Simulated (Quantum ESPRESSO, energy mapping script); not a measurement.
## Fe: energy mapping under PBE, QE, GBRV

Wanted: the magnetic order of Fe, its couplings and an estimate of its ordering temperature, by PBE, QE, GBRV.

Calculated with Quantum ESPRESSO 7.5; PBE; plane waves, collinear spin, no spin–orbit coupling.

The database entry behind the starting cell differs from later determinations by our own check (an axis about 0.7 % long against later determinations), so it need not match the best structure at ambient conditions.

## 1. The starting structure

It takes space group Im-3m (No. 229, cubic). Conventional cell: a = 2.886 Å, b = 2.886 Å, c = 2.886 Å, α = 90.00°, β = 90.00°, γ = 90.00°. Fe has 8 Fe at 2.50 Å nearest.

Structure file:

```cif
data_structure
_symmetry_space_group_name_H-M 'Im-3m'
_symmetry_Int_Tables_number 229
_cell_length_a 2.8860
_cell_length_b 2.8860
_cell_length_c 2.8860
_cell_angle_alpha 90.000
_cell_angle_beta 90.000
_cell_angle_gamma 90.000
_cell_volume 24.04
loop_
_atom_site_label
_atom_site_type_symbol
_atom_site_symmetry_multiplicity
_atom_site_Wyckoff_symbol
_atom_site_fract_x
_atom_site_fract_y
_atom_site_fract_z
_atom_site_occupancy
Fe1 Fe 2 a 0.00000 0.00000 0.00000 1
```

No correction acts on the open shell here, which makes this the cheap baseline. These runs use Quantum ESPRESSO.

## 2. Run 1 (parallel; cell A, 2 atoms)

Each cell gets its own parallel run on the same mesh, so that most of the mesh error cancels in the differences.

The potential files are GBRV's for PBE; pw.x takes the functional from them.

File pw.in:

```
&control
  calculation = 'scf'
  prefix = 'pw'
  outdir = './tmp/'
  pseudo_dir = './pseudo/'
  verbosity = 'low'
/
&system
  ibrav = 0
  nat = 2
  ntyp = 1
  ecutwfc = 45
  ecutrho = 360
  nbnd = 30
  occupations = 'smearing'
  smearing = 'fd'
  degauss = 0.00734986
  nspin = 2
  starting_magnetization(1) = 0.1750
/
&electrons
  conv_thr = 5.0e-09
  electron_maxstep = 120
  mixing_beta = 0.3
  mixing_mode = 'plain'
/
ATOMIC_SPECIES
  Fe 55.8450 Fe.upf
CELL_PARAMETERS angstrom
  -1.44300000 1.44300000 1.44300000
  1.44300000 -1.44300000 1.44300000
  2.88600000 2.88600000 0.00000000
ATOMIC_POSITIONS crystal
  Fe 0.00000000 0.00000000 0.00000000
  Fe 0.50000000 0.50000000 0.50000000
K_POINTS automatic
  15 15 9 0 0 0
```

Launch:

```bash
> OMP_NUM_THREADS=1 mpirun -n 4 pw.x -nk 4 -in pw.in > pw.out
```

Output:

```text
Program PWSCF v.7.5 starts
[...]
unit-cell volume          =     162.2130 (a.u.)^3
     number of atoms/cell      =            2
[...]
number of electrons       =        32.00
     number of Kohn-Sham states=           30
     kinetic-energy cutoff     =      45.0000  Ry
     charge density cutoff     =     360.0000  Ry
     scf convergence threshold =      5.0E-09
[...]
Exchange-correlation=  SLA  PW   PBX  PBC
[...]
atomic species   magnetization
[...]
8 Sym. Ops., with inversion, found
[...]
number of k points=   320  Fermi-Dirac smearing, width (Ry)=  0.0073
[...]
iteration #  1     ecut=    45.00 Ry     beta= 0.30
[...]
total energy              =    -499.69441762 Ry
     estimated scf accuracy    <       4.82660873 Ry
     total magnetization       =     3.97 Bohr mag/cell
     absolute magnetization    =     3.98 Bohr mag/cell
     iteration #  2     ecut=    45.00 Ry     beta= 0.30
[...]
total energy              =    -500.66582216 Ry
     estimated scf accuracy    <       0.11624059 Ry
     total magnetization       =     4.96 Bohr mag/cell
     absolute magnetization    =     5.03 Bohr mag/cell
     iteration #  3     ecut=    45.00 Ry     beta= 0.30
[...]
total energy              =    -500.69115601 Ry
     estimated scf accuracy    <       0.00695922 Ry
     total magnetization       =     4.76 Bohr mag/cell
     absolute magnetization    =     4.88 Bohr mag/cell
     iteration #  4     ecut=    45.00 Ry     beta= 0.30
[...]
total energy              =    -500.69195681 Ry
     estimated scf accuracy    <       0.00716104 Ry
     total magnetization       =     4.76 Bohr mag/cell
     absolute magnetization    =     4.97 Bohr mag/cell
     iteration #  5     ecut=    45.00 Ry     beta= 0.30
[...]
total energy              =    -500.69380510 Ry
     estimated scf accuracy    <       0.00193526 Ry
     total magnetization       =     4.69 Bohr mag/cell
     absolute magnetization    =     4.94 Bohr mag/cell
     iteration #  6     ecut=    45.00 Ry     beta= 0.30
[...]
total energy              =    -500.69334615 Ry
     estimated scf accuracy    <       0.00189116 Ry
     total magnetization       =     4.68 Bohr mag/cell
     absolute magnetization    =     4.93 Bohr mag/cell
     iteration #  7     ecut=    45.00 Ry     beta= 0.30
[...]
total energy              =    -500.69381627 Ry
     estimated scf accuracy    <       0.00009923 Ry
     total magnetization       =     4.70 Bohr mag/cell
     absolute magnetization    =     4.97 Bohr mag/cell
     iteration #  8     ecut=    45.00 Ry     beta= 0.30
[...]
total energy              =    -500.69380539 Ry
     estimated scf accuracy    <       0.00004777 Ry
     total magnetization       =     4.70 Bohr mag/cell
     absolute magnetization    =     4.97 Bohr mag/cell
     iteration #  9     ecut=    45.00 Ry     beta= 0.30
[...]
total energy              =    -500.69381424 Ry
     estimated scf accuracy    <       0.00000089 Ry
     total magnetization       =     4.70 Bohr mag/cell
     absolute magnetization    =     4.98 Bohr mag/cell
     iteration # 10     ecut=    45.00 Ry     beta= 0.30
[...]
total energy              =    -500.69381431 Ry
     estimated scf accuracy    <       0.00000086 Ry
     total magnetization       =     4.70 Bohr mag/cell
     absolute magnetization    =     4.98 Bohr mag/cell
     iteration # 11     ecut=    45.00 Ry     beta= 0.30
[...]
total energy              =    -500.69381485 Ry
     estimated scf accuracy    <       0.00000004 Ry
     total magnetization       =     4.70 Bohr mag/cell
     absolute magnetization    =     4.98 Bohr mag/cell
     iteration # 12     ecut=    45.00 Ry     beta= 0.30
[...]
total energy              =    -500.69381486 Ry
     estimated scf accuracy    <          7.2E-09 Ry
     total magnetization       =     4.70 Bohr mag/cell
     absolute magnetization    =     4.98 Bohr mag/cell
     iteration # 13     ecut=    45.00 Ry     beta= 0.30
[...]
Magnetic moment per site  (integrated on atomic sphere of radius R)
     atom   1 (R=0.413)  charge= 14.4347  magn=  2.4129
     atom   2 (R=0.413)  charge= 14.4347  magn=  2.4129
     End of self-consistent calculation
     Number of k-points >= 100: set verbosity='high' to print the bands.
     the Fermi energy is    16.9707 ev
!    total energy              =    -500.69381488 Ry
     estimated scf accuracy    <          3.3E-10 Ry
     smearing contrib. (-TS)   =      -0.00511479 Ry
     internal energy E=F+TS    =    -500.68870009 Ry
     The total energy is F=E-TS. E is the sum of the following terms:
     one-electron contribution =    -237.09945652 Ry
     hartree contribution      =     136.47099770 Ry
     xc contribution           =     -58.40767848 Ry
     ewald contribution        =    -341.65256279 Ry
     total magnetization       =     4.70 Bohr mag/cell
     absolute magnetization    =     4.99 Bohr mag/cell
     convergence has been achieved in  13 iterations
=------------------------------------------------------------------------------=
   JOB DONE.
=------------------------------------------------------------------------------=
```

The job ended after 83 s (4 MPI ranks of Arm Neoverse V1, shared host; peak memory 0.5 GiB; 5.5 min of CPU time).

Spin moment in the sphere by atom:

| atom | spin moment in the sphere (μB) |
| --- | --- |
| Fe1 | 2.41 |
| Fe2 | 2.41 |

The run ends ferromagnetic.

## 3. Order 2: compensated +−, cell A of 2 atoms

This order reverses 4 of the 8 neighbours at 2.50 Å, 4 of the 6 neighbours at 2.89 Å and 8 of the 12 neighbours at 4.08 Å, counted for an average magnetic atom.

Changes to pw.in since step 2:

```diff
@@ -10,6 +10,6 @@
   nat = 2
-  ntyp = 1
+  ntyp = 2
   ecutwfc = 45
   ecutrho = 360
-  nbnd = 30
+  nbnd = 27
   occupations = 'smearing'
@@ -19,2 +19,3 @@
   starting_magnetization(1) = 0.1750
+  starting_magnetization(2) = -0.1750
 /
@@ -27,3 +28,4 @@
 ATOMIC_SPECIES
-  Fe 55.8450 Fe.upf
+  Fe1 55.8450 Fe.upf
+  Fe2 55.8450 Fe.upf
 CELL_PARAMETERS angstrom
@@ -33,4 +35,4 @@
 ATOMIC_POSITIONS crystal
-  Fe 0.00000000 0.00000000 0.00000000
-  Fe 0.50000000 0.50000000 0.50000000
+  Fe1 0.00000000 0.00000000 0.00000000
+  Fe2 0.50000000 0.50000000 0.50000000
 K_POINTS automatic
```

Output:

```text
[banner, memory and clock lines left out]
Program PWSCF v.7.5 starts
[...]
unit-cell volume          =     162.2130 (a.u.)^3
     number of atoms/cell      =            2
[...]
number of electrons       =        32.00
     number of Kohn-Sham states=           27
     kinetic-energy cutoff     =      45.0000  Ry
     charge density cutoff     =     360.0000  Ry
     scf convergence threshold =      5.0E-09
[...]
Exchange-correlation=  SLA  PW   PBX  PBC
[...]
atomic species   magnetization
[...]
8 Sym. Ops., with inversion, found
[...]
number of k points=   320  Fermi-Dirac smearing, width (Ry)=  0.0073
[...]
iteration #  1     ecut=    45.00 Ry     beta= 0.30
[...]
total energy              =    -499.66153670 Ry
     estimated scf accuracy    <       4.90710443 Ry
     total magnetization       =    -0.00 Bohr mag/cell
     absolute magnetization    =     3.90 Bohr mag/cell
     iteration #  2     ecut=    45.00 Ry     beta= 0.30
[...]
total energy              =    -500.64075352 Ry
     estimated scf accuracy    <       0.09462495 Ry
     total magnetization       =     0.00 Bohr mag/cell
     absolute magnetization    =     4.78 Bohr mag/cell
     iteration #  3     ecut=    45.00 Ry     beta= 0.30
[...]
total energy              =    -500.65932900 Ry
     estimated scf accuracy    <       0.00715525 Ry
     total magnetization       =    -0.00 Bohr mag/cell
     absolute magnetization    =     4.71 Bohr mag/cell
[...]
total energy              =    -500.66102884 Ry
[...]
iteration # 13     ecut=    45.00 Ry     beta= 0.30
[...]
total energy              =    -500.66102889 Ry
     estimated scf accuracy    <          8.1E-09 Ry
     total magnetization       =    -0.00 Bohr mag/cell
     absolute magnetization    =     4.57 Bohr mag/cell
     iteration # 14     ecut=    45.00 Ry     beta= 0.30
[...]
Magnetic moment per site  (integrated on atomic sphere of radius R)
     atom   1 (R=0.413)  charge= 14.4278  magn=  2.2149
     atom   2 (R=0.413)  charge= 14.4278  magn= -2.2149
     End of self-consistent calculation
     Number of k-points >= 100: set verbosity='high' to print the bands.
     the Fermi energy is    17.3392 ev
!    total energy              =    -500.66102892 Ry
     estimated scf accuracy    <          4.5E-10 Ry
     smearing contrib. (-TS)   =      -0.00748171 Ry
     internal energy E=F+TS    =    -500.65354720 Ry
     The total energy is F=E-TS. E is the sum of the following terms:
     one-electron contribution =    -236.87929562 Ry
     hartree contribution      =     136.20294756 Ry
     xc contribution           =     -58.32463636 Ry
     ewald contribution        =    -341.65256279 Ry
     total magnetization       =    -0.00 Bohr mag/cell
     absolute magnetization    =     4.57 Bohr mag/cell
     convergence has been achieved in  14 iterations
```

It took 81 s on 4 MPI ranks; peak memory 0.49 GiB; 5.4 min of CPU time.

Spin moment in the sphere by atom:

| atom | spin moment in the sphere (μB) |
| --- | --- |
| Fe1 | 2.21 |
| Fe2 | -2.21 |

The run ends antiferromagnetic, 231.09 meV a magnetic atom above the parallel order of its cell (energies taken at zero occupation width, not the printed F).

## 4. Order 3: parallel, cell B of 2 atoms

A new cell needs its own zero of energy.

This run holds the same structure in another cell (a 2.499 → 2.886 Å, b 2.499 → 2.886 Å, c 4.081 → 2.886 Å, γ 109.5 → 90.0°).

File pw.in:

```
&control
  calculation = 'scf'
  prefix = 'pw'
  outdir = './tmp/'
  pseudo_dir = './pseudo/'
  verbosity = 'low'
/
&system
  ibrav = 0
  nat = 2
  ntyp = 1
  ecutwfc = 45
  ecutrho = 360
  nbnd = 30
  occupations = 'smearing'
  smearing = 'fd'
  degauss = 0.00734986
  nspin = 2
  starting_magnetization(1) = 0.1750
/
&electrons
  conv_thr = 5.0e-09
  electron_maxstep = 120
  mixing_beta = 0.3
  mixing_mode = 'plain'
/
ATOMIC_SPECIES
  Fe 55.8450 Fe.upf
CELL_PARAMETERS angstrom
  0.00000000 -2.88600000 0.00000000
  -2.88600000 0.00000000 0.00000000
  0.00000000 0.00000000 -2.88600000
ATOMIC_POSITIONS crystal
  Fe 0.50000000 0.50000000 0.50000000
  Fe 0.00000000 0.00000000 0.00000000
K_POINTS automatic
  13 13 13 0 0 0
```

Output:

```text
[banner, memory and clock lines left out]
Program PWSCF v.7.5 starts
[...]
unit-cell volume          =     162.2130 (a.u.)^3
     number of atoms/cell      =            2
[...]
number of electrons       =        32.00
     number of Kohn-Sham states=           30
     kinetic-energy cutoff     =      45.0000  Ry
     charge density cutoff     =     360.0000  Ry
[...]
internal energy E=F+TS    =    -500.68853051 Ry
     The total energy is F=E-TS. E is the sum of the following terms:
     one-electron contribution =    -237.09831199 Ry
     hartree contribution      =     136.47213430 Ry
     xc contribution           =     -58.40979002 Ry
     ewald contribution        =    -341.65256279 Ry
     total magnetization       =     4.72 Bohr mag/cell
     absolute magnetization    =     5.00 Bohr mag/cell
     convergence has been achieved in  13 iterations
[key lines of the parts left out:]
!    total energy              =    -500.69375800 Ry
the Fermi energy is    16.9676 ev
```

The job ended after 20 s (4 MPI ranks; peak memory 0.32 GiB).

The run ends ferromagnetic. For each magnetic atom its energy differs from the parallel run of the first cell by 0.77 meV, an error that one common reference would have brought in.

## 5. Order 4: compensated +−, cell B of 2 atoms

This order reverses 8 of the 8 neighbours at 2.50 Å, 0 of the 6 neighbours at 2.89 Å and 0 of the 12 neighbours at 4.08 Å, counted for an average magnetic atom.

Changes to pw.in since step 4:

```diff
@@ -10,6 +10,6 @@
   nat = 2
-  ntyp = 1
+  ntyp = 2
   ecutwfc = 45
   ecutrho = 360
-  nbnd = 30
+  nbnd = 27
   occupations = 'smearing'
@@ -19,2 +19,3 @@
   starting_magnetization(1) = 0.1750
+  starting_magnetization(2) = -0.1750
 /
@@ -27,3 +28,4 @@
 ATOMIC_SPECIES
-  Fe 55.8450 Fe.upf
+  Fe1 55.8450 Fe.upf
+  Fe2 55.8450 Fe.upf
 CELL_PARAMETERS angstrom
@@ -33,4 +35,4 @@
 ATOMIC_POSITIONS crystal
-  Fe 0.50000000 0.50000000 0.50000000
-  Fe 0.00000000 0.00000000 0.00000000
+  Fe1 0.50000000 0.50000000 0.50000000
+  Fe2 0.00000000 0.00000000 0.00000000
 K_POINTS automatic
```

Output:

```text
[banner, memory and clock lines left out]
Program PWSCF v.7.5 starts
[...]
unit-cell volume          =     162.2130 (a.u.)^3
     number of atoms/cell      =            2
[...]
number of electrons       =        32.00
     number of Kohn-Sham states=           27
     kinetic-energy cutoff     =      45.0000  Ry
     charge density cutoff     =     360.0000  Ry
[...]
internal energy E=F+TS    =    -500.61330082 Ry
     The total energy is F=E-TS. E is the sum of the following terms:
     one-electron contribution =    -236.92331657 Ry
     hartree contribution      =     136.23934731 Ry
     xc contribution           =     -58.27676878 Ry
     ewald contribution        =    -341.65256279 Ry
     total magnetization       =     0.00 Bohr mag/cell
     absolute magnetization    =     4.10 Bohr mag/cell
     convergence has been achieved in  13 iterations
[key lines of the parts left out:]
!    total energy              =    -500.62676514 Ry
the Fermi energy is    17.3679 ev
```

Run time: 19 s. Hardware: 4 MPI ranks; peak memory 0.33 GiB; 74 s of CPU time.

The run ends antiferromagnetic, 483.76 meV a magnetic atom above the parallel order of its cell (energies taken at zero occupation width, not the printed F).

## 6. Order 5: parallel, cell C of 3 atoms

The parallel order again, as the reference for this cell.

File pw.in:

```
&control
  calculation = 'scf'
  prefix = 'pw'
  outdir = './tmp/'
  pseudo_dir = './pseudo/'
  verbosity = 'low'
/
&system
  ibrav = 0
  nat = 3
  ntyp = 1
  ecutwfc = 45
  ecutrho = 360
  nbnd = 43
  occupations = 'smearing'
  smearing = 'fd'
  degauss = 0.00734986
  nspin = 2
  starting_magnetization(1) = 0.1750
/
&electrons
  conv_thr = 7.5e-09
  electron_maxstep = 120
  mixing_beta = 0.3
  mixing_mode = 'plain'
/
ATOMIC_SPECIES
  Fe 55.8450 Fe.upf
CELL_PARAMETERS angstrom
  -1.44300000 1.44300000 1.44300000
  0.00000000 -2.88600000 2.88600000
  2.88600000 2.88600000 0.00000000
ATOMIC_POSITIONS crystal
  Fe 0.00000000 0.00000000 0.00000000
  Fe 0.66666667 0.66666667 0.33333333
  Fe 0.33333333 0.33333333 0.66666667
K_POINTS automatic
  14 10 10 0 0 0
```

Output:

```text
[banner, memory and clock lines left out]
Program PWSCF v.7.5 starts
[...]
unit-cell volume          =     243.3195 (a.u.)^3
     number of atoms/cell      =            3
[...]
number of electrons       =        48.00
     number of Kohn-Sham states=           43
     kinetic-energy cutoff     =      45.0000  Ry
     charge density cutoff     =     360.0000  Ry
[...]
internal energy E=F+TS    =    -751.03318977 Ry
     The total energy is F=E-TS. E is the sum of the following terms:
     one-electron contribution =    -355.65659625 Ry
     hartree contribution      =     204.71728575 Ry
     xc contribution           =     -87.61503509 Ry
     ewald contribution        =    -512.47884418 Ry
     total magnetization       =     7.08 Bohr mag/cell
     absolute magnetization    =     7.50 Bohr mag/cell
     convergence has been achieved in  14 iterations
[key lines of the parts left out:]
!    total energy              =    -751.04078251 Ry
the Fermi energy is    16.9730 ev
```

It took 1.8 min on 4 MPI ranks; peak memory 0.57 GiB; 7.3 min of CPU time.

The run ends ferromagnetic. For each magnetic atom its energy differs from the parallel run of the first cell by -0.45 meV, an error that one common reference would have brought in.

## 7. Run 6 (uncompensated ++−; cell C, 3 atoms)

This order reverses 4 of the 8 neighbours at 2.50 Å, 4 of the 6 neighbours at 2.89 Å and 4 of the 12 neighbours at 4.08 Å, counted for an average magnetic atom.

File pw.in:

```
&control
  calculation = 'scf'
  prefix = 'pw'
  outdir = './tmp/'
  pseudo_dir = './pseudo/'
  verbosity = 'low'
/
&system
  ibrav = 0
  nat = 3
  ntyp = 2
  ecutwfc = 45
  ecutrho = 360
  nbnd = 40
  occupations = 'smearing'
  smearing = 'fd'
  degauss = 0.00734986
  nspin = 2
  starting_magnetization(1) = 0.1750
  starting_magnetization(2) = -0.1750
/
&electrons
  conv_thr = 7.5e-09
  electron_maxstep = 120
  mixing_beta = 0.3
  mixing_mode = 'plain'
/
ATOMIC_SPECIES
  Fe1 55.8450 Fe.upf
  Fe2 55.8450 Fe.upf
CELL_PARAMETERS angstrom
  -1.44300000 1.44300000 1.44300000
  0.00000000 -2.88600000 2.88600000
  2.88600000 2.88600000 0.00000000
ATOMIC_POSITIONS crystal
  Fe1 0.00000000 0.00000000 0.00000000
  Fe1 0.66666667 0.66666667 0.33333333
  Fe2 0.33333333 0.33333333 0.66666667
K_POINTS automatic
  14 10 10 0 0 0
```

Output:

```text
[banner, memory and clock lines left out]
Program PWSCF v.7.5 starts
[...]
unit-cell volume          =     243.3195 (a.u.)^3
     number of atoms/cell      =            3
[...]
number of electrons       =        48.00
     number of Kohn-Sham states=           40
     kinetic-energy cutoff     =      45.0000  Ry
     charge density cutoff     =     360.0000  Ry
[...]
internal energy E=F+TS    =    -750.98605340 Ry
     The total energy is F=E-TS. E is the sum of the following terms:
     one-electron contribution =    -355.34739265 Ry
     hartree contribution      =     204.32036293 Ry
     xc contribution           =     -87.48017950 Ry
     ewald contribution        =    -512.47884418 Ry
     total magnetization       =     1.62 Bohr mag/cell
     absolute magnetization    =     6.74 Bohr mag/cell
     convergence has been achieved in  17 iterations
[key lines of the parts left out:]
!    total energy              =    -750.99620823 Ry
the Fermi energy is    17.2529 ev
```

Wall time 2 min (4 MPI ranks); peak memory 0.57 GiB; 8 min of CPU time.

The run ends ferrimagnetic, 207.97 meV a magnetic atom above the parallel order of its cell (energies taken at zero occupation width, not the printed F).

[end of part 1 of 2]

[Logs and program files are shortened in this print: banners, set-up blocks, solver, clock and traceback lines can be left out without a mark of their own.]

[Logs are printed without paths, hosts, clocks, repeated set-up lines and the standing remarks that a program may print on its own settings, such as how far it seeks lower states.]

[Hosts, paths, dates, database ids (printed as entryN), source tags and the programs' standing remarks are cut or masked in the printed files.]

[Where a cell is said to come from a database of computed structures, the database is the Materials Project.]
